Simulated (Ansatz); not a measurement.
# Converging the field response of a BaZrO3 (001), ZrO2 faces film, part 3 of 3

Aim: a convergence study of the equivalent conductor thickness of a BaZrO3 (001), ZrO2 faces film, with the cost of each setting.

Ansatz 0.2.0; plane-wave DFT, PBE, Ansatz PAW (the session's first sound run).

So far, equivalent conductor thickness p/(ε₀AE) (Å): step 2 (run, setting first choice) 9.07; step 14 (single point, box 26.4 Å (run 8)) 9.07; step 15 (run, box 26.4 Å (run 2)) 9.08; step 16 (run, box 26.4 Å (run 3)) 9.02; step 17 (run, box 26.4 Å (run 4)) 9.07.

## (18) Run, box 26.4 Å (run 5)

File input.yaml:

```yaml
crystal:
  lattice:
    - [4.19, 0.0, 0.0]
    - [0.0, 4.19, 0.0]
    - [0.0, 0.0, 26.38]
  atoms:
    - { symbol: Zr, position: [0.5, 0.5, 0.3411675512] }
    - { symbol: O, position: [0.0, 0.5, 0.3411675512] }
    - { symbol: O, position: [0.5, 0.0, 0.3411675512] }
    - { symbol: Ba, position: [0.0, 0.0, 0.4205837756] }
    - { symbol: O, position: [0.5, 0.5, 0.4205837756] }
    - { symbol: Zr, position: [0.5, 0.5, 0.5] }
    - { symbol: O, position: [0.0, 0.5, 0.5] }
    - { symbol: O, position: [0.5, 0.0, 0.5] }
    - { symbol: Ba, position: [0.0, 0.0, 0.5794162244] }
    - { symbol: O, position: [0.5, 0.5, 0.5794162244] }
    - { symbol: Zr, position: [0.5, 0.5, 0.6588324488] }
    - { symbol: O, position: [0.0, 0.5, 0.6588324488] }
    - { symbol: O, position: [0.5, 0.0, 0.6588324488] }
kpoints:
  mp_grid: { grid: [6, 6, 1] }
hamiltonian:
  xc: pbe
scf:
  occupations: { method: fixed }
  convergence: { dr2_threshold: 1.0e-08 }
efield:
  axis: 3
  dipole_correction: true
  ramp_position: 0.97
  ramp_width: 0.06
  amplitude: 0.1
output:
  write_potential: true
  write_density: true
  volumetric_format: npy
```

Launch:

```bash
$ ansatz run input.yaml --threads 4 --pin off --max-ram 6144MiB --backend cpu --events-out ev --progress --plain --runs-dir out
```

Numbers of over 12 decimals in the logs are rounded to 6 here.

The log of the run:

```text
[...]
Crystal: 13 atoms, lattice volume = 463.130 Å³
Basis set: ecut = 420 eV, 8917 PW (Γ)
Bands: 65, of which v1, the nominal top of the filled ones, is band 52 counted from 1 (51 counted from 0)
Symmetry: 8 space group operations
k-points: 10 of 36
[...]
k-point 0: bands = [... 48 lower, 0.8137, 0.8137, 0.9742, 0.9742, 3.9767, 3.9837, 3.9837, 4.3003, ... 9 higher]
  k-point 1: bands = [... 48 lower, 0.4025, 0.5636, 0.6280, 0.7877, 4.0352, 4.4514, 4.5477, 4.5577, ... 9 higher]
  k-point 2: bands = [... 48 lower, 0.3461, 0.4106, 0.4279, 0.5874, 4.1525, 4.7492, 4.8998, 5.2616, ... 9 higher]
  k-point 9: bands = [... 48 lower, 0.5037, 0.6282, 1.4170, 1.5791, 5.6453, 5.9949, 6.3246, 6.3246, ... 9 higher]
[key lines of the parts left out:]
SCF converged after 13 iterations
Free energy (F): -29010.908873 eV
Fermi energy:    1.579071 eV
Dipole field:    D = 0.034393 V/Å  (p = 0.088026 e·Å, saw-weighted, corrected)
```

Wall time 12 s (4 threads of Intel Xeon Platinum 8488C (Sapphire Rapids), shared host); peak memory 1.1 GiB; 46 s of CPU time.

The dipole corresponds to a conductor 9.073 Å thick, -0.01 % from the first choice, at 0.90 times its CPU time.

## (19) Single point, box 26.4 Å (run 9)

This step: plane-wave DFT, LDA, Ansatz PAW (Ansatz 0.2.0).

input.yaml: that of step 18 with these lines changed.

```diff
@@ -22,6 +22,6 @@
 hamiltonian:
-  xc: pbe
+  xc: lda
 scf:
   occupations: { method: fixed }
-  convergence: { dr2_threshold: 1.0e-08 }
+  convergence: { dr2_threshold: 1.0e-10 }
 efield:
```

The log of the run:

```text
[...]
Crystal: 13 atoms, lattice volume = 463.130 Å³
Basis set: ecut = 420 eV, 8917 PW (Γ)
Bands: 65, of which v1, the nominal top of the filled ones, is band 52 counted from 1 (51 counted from 0)
Symmetry: 8 space group operations
k-points: 10 of 36
[...]
k-point 0: bands = [... 48 lower, 0.4423, 0.4423, 0.6011, 0.6011, 3.5059, 3.5254, 3.5254, 3.9689, ... 9 higher]
  k-point 1: bands = [... 48 lower, 0.0207, 0.1809, 0.2521, 0.4101, 3.5776, 4.0752, 4.0926, 4.2182, ... 9 higher]
  k-point 2: bands = [... 48 lower, -0.0334, 0.0285, 0.0515, 0.2095, 3.6976, 4.3169, 4.5894, 4.9387, ... 9 higher]
  k-point 9: bands = [... 48 lower, 0.1344, 0.2646, 1.0521, 1.2125, 5.2531, 5.6012, 5.9198, 5.9198, ... 9 higher]
[key lines of the parts left out:]
SCF converged after 15 iterations
Free energy (F): -28254.842423 eV
Fermi energy:    1.212488 eV
Dipole field:    D = 0.034418 V/Å  (p = 0.088091 e·Å, saw-weighted, corrected)
```

Run time: 13 s. Hardware: 4 threads; peak memory 1.1 GiB.

The dipole corresponds to a conductor 9.080 Å thick, +0.07 % from the first choice, at 0.90 times its CPU time.

## (20) Run, box 26.4 Å (run 6)

This step: plane-wave DFT, r2SCAN, Ansatz PAW (Ansatz 0.2.0).

input.yaml: that of step 19 with these lines changed.

```diff
@@ -22,3 +22,3 @@
 hamiltonian:
-  xc: lda
+  xc: r2scan
 scf:
```

The log of the run:

```text
[...]
Crystal: 13 atoms, lattice volume = 463.130 Å³
Basis set: ecut = 500 eV, 11777 PW (Γ), exchange–correlation on 128×128×800 points (64 copies of the dense FFT grid, shifted against one another)
Bands: 65, of which v1, the nominal top of the filled ones, is band 52 counted from 1 (51 counted from 0)
Symmetry: 8 space group operations
k-points: 10 of 36
[...]
k-point 0: bands = [... 48 lower, 0.5246, 0.5246, 0.6995, 0.6995, 4.2146, 4.2146, 4.2284, 4.5668, ... 9 higher]
  k-point 1: bands = [... 48 lower, 0.1191, 0.2937, 0.3441, 0.5182, 4.2669, 4.7075, 4.7922, 4.7984, ... 9 higher]
  k-point 2: bands = [... 48 lower, 0.0771, 0.1357, 0.1496, 0.3091, 4.3841, 4.9678, 5.1741, 5.5622, ... 9 higher]
  k-point 9: bands = [... 48 lower, 0.2400, 0.3629, 1.1552, 1.3321, 5.9474, 6.3181, 6.5710, 6.5710, ... 9 higher]
[key lines of the parts left out:]
SCF converged after 12 iterations
Free energy (F): -29085.994439 eV
Fermi energy:    1.332090 eV
Dipole field:    D = 0.033653 V/Å  (p = 0.086132 e·Å, saw-weighted, corrected)
```

It took 20 s on 4 threads; peak memory 1.9 GiB.

The dipole corresponds to a conductor 8.878 Å thick, -2.16 % from the first choice, at 1.4 times its CPU time.

## (21) Run, box 26.4 Å (run 7)

This step: plane-wave DFT, PBE, norm-conserving (Ansatz 0.2.0).

input.yaml: that of step 20 with these lines changed.

```diff
@@ -22,3 +22,4 @@
 hamiltonian:
-  xc: r2scan
+  xc: pbe
+  pseudopotentials: { kind: nc }
 scf:
```

The log of the run:

```text
[...]
Crystal: 13 atoms, lattice volume = 463.130 Å³
Basis set: ecut = 1240 eV, 45679 PW (Γ)
Bands: 65, of which v1, the nominal top of the filled ones, is band 52 counted from 1 (51 counted from 0)
Symmetry: 8 space group operations
k-points: 10 of 36
[...]
k-point 0: bands = [... 48 lower, 0.8387, 0.8387, 0.9995, 0.9995, 4.0001, 4.0064, 4.0064, 4.3256, ... 9 higher]
  k-point 1: bands = [... 48 lower, 0.4285, 0.5899, 0.6531, 0.8131, 4.0579, 4.4762, 4.5715, 4.5811, ... 9 higher]
  k-point 2: bands = [... 48 lower, 0.3710, 0.4357, 0.4532, 0.6130, 4.1754, 4.7727, 4.9251, 5.2871, ... 9 higher]
  k-point 9: bands = [... 48 lower, 0.5273, 0.6522, 1.4423, 1.6047, 5.6727, 6.0221, 6.3483, 6.3483, ... 9 higher]
[key lines of the parts left out:]
SCF converged after 15 iterations
Free energy (F): -9389.280647 eV
Fermi energy:    1.604740 eV
Dipole field:    D = 0.034367 V/Å  (p = 0.087960 e·Å, saw-weighted, corrected)
```

Wall time 63 s (4 threads); peak memory 3.7 GiB.

The dipole corresponds to a conductor 9.066 Å thick, -0.08 % from the first choice, at 4.7 times its CPU time.

## (22) Run, box 26.4 Å (run 8)

This step: plane-wave DFT, PBE, JTH PAW (Ansatz 0.2.0).

input.yaml: that of step 21 with these lines changed.

```diff
@@ -23,3 +23,3 @@
   xc: pbe
-  pseudopotentials: { kind: nc }
+  pseudopotentials: { kind: paw, source: jth }
 scf:
```

The log of the run:

```text
[...]
k-point 0: bands = [... 48 lower, 0.8180, 0.8180, 0.9784, 0.9784, 3.9715, 3.9715, 3.9752, 4.3037, ... 9 higher]
  k-point 1: bands = [... 48 lower, 0.4064, 0.5672, 0.6322, 0.7918, 4.0334, 4.4532, 4.5536, 4.5560, ... 9 higher]
  k-point 2: bands = [... 48 lower, 0.3447, 0.4117, 0.4327, 0.5921, 4.1725, 4.7620, 4.9038, 5.2657, ... 9 higher]
  k-point 9: bands = [... 48 lower, 0.5204, 0.6372, 1.4258, 1.5879, 5.6491, 6.0001, 6.3247, 6.3247, ... 9 higher]
[key lines of the parts left out:]
SCF converged after 15 iterations
Free energy (F): -28968.472404 eV
Fermi energy:    1.587881 eV
Dipole field:    D = 0.034392 V/Å  (p = 0.088022 e·Å, saw-weighted, corrected)
```

Wall time 62 s (4 threads); peak memory 4.6 GiB; 3.9 min of CPU time.

The dipole corresponds to a conductor 9.072 Å thick, -0.01 % from the first choice, at 4.6 times its CPU time.

## (23) Side by side

Times are for 4 threads of Intel Xeon Platinum 8488C (Sapphire Rapids), shared host. The runs compared:

```
no.                         setting  equivalent conductor thickness p/(ε₀AE) (Å)   time  memory (GiB)
  1                    first choice                                        9.073   14 s           1.1
  2                   cutoff 250 eV                                        9.099  6.9 s          0.69
  3                   cutoff 330 eV                                        9.076  9.3 s          0.85
  4                   cutoff 600 eV                                        9.074   23 s           1.6
  5                        mesh 1x1                                        10.50  2.4 s          0.53
  6                        mesh 2x2                                        9.157  3.5 s          0.84
  7                        mesh 3x3                                        9.082  5.3 s          0.77
  8                      mesh 12x12                                        9.073   34 s           1.5
  9                     vacuum 10 Å                                        9.065  8.4 s          0.82
 10                     vacuum 14 Å                                        9.074  9.8 s          0.96
 11                     vacuum 26 Å                                        9.073   16 s           1.3
 12                 field 0.005 V/Å                                        9.073   13 s           1.1
 13                  field 0.03 V/Å                                        9.073   12 s           1.1
 14                   field 0.3 V/Å                                        9.078   13 s           1.1
 15          SCF threshold 1e-04 eV                                        9.017   12 s           1.1
 16          SCF threshold 1e-06 eV                                        9.068   12 s           1.1
 17          SCF threshold 1e-08 eV                                        9.073   12 s           1.1
 18        LDA, Ansatz PAW (420 eV)                                        9.080   13 s           1.1
 19     r2SCAN, Ansatz PAW (500 eV)                                        8.878   20 s           1.9
 20  PBE, norm-conserving (1240 eV)                                        9.066   63 s           3.7
 21          PBE, JTH PAW (1380 eV)                                        9.072   62 s           4.6
```

## (24) Outcome

* equivalent conductor thickness, first choice: 9.073 Å
* equivalent conductor thickness, cutoff 600 eV: 9.074 Å
* equivalent conductor thickness, mesh 1x1: 10.50 Å
* equivalent conductor thickness, vacuum 26 Å: 9.073 Å
* equivalent conductor thickness, LDA, Ansatz PAW (420 eV): 9.080 Å
* equivalent conductor thickness, r2SCAN, Ansatz PAW (500 eV): 8.878 Å

In words: The first choice gives 9.07 Å. Numerical settings off by more than 1 % against it: mesh 1x1 (+15.7 %). The cheapest single change that stays within 0.5 % is mesh 3x3, at 37 % of the CPU time. Functionals and files move it by +0.1 % (LDA, Ansatz PAW (420 eV)), -2.2 % (r2SCAN, Ansatz PAW (500 eV)), -0.1 % (PBE, norm-conserving (1240 eV)) and under 0.1 % (PBE, JTH PAW (1380 eV)). The film is symmetric and its atoms are held, so the dipole is the electronic response to the field alone. Times of a few seconds on a shared host rank the settings only roughly. In 1 run of the series (vacuum 10 Å) the program warns that electrons reach the sawtooth's ramp, which makes dipole and work function less sure.

[Logs are printed without paths, hosts, clocks, repeated set-up lines and the standing remarks that a program may print on its own settings, such as how far it seeks lower states.]

[Hosts, paths, dates, database ids (printed as entryN), source tags and the programs' standing remarks are cut or masked in the printed files.]

[Maps of the electrostatic potential energy from Ansatz leave out the sawtooth potential of an applied field or a dipole correction, so their vacuum need not be flat; planar profiles and work functions include it.]
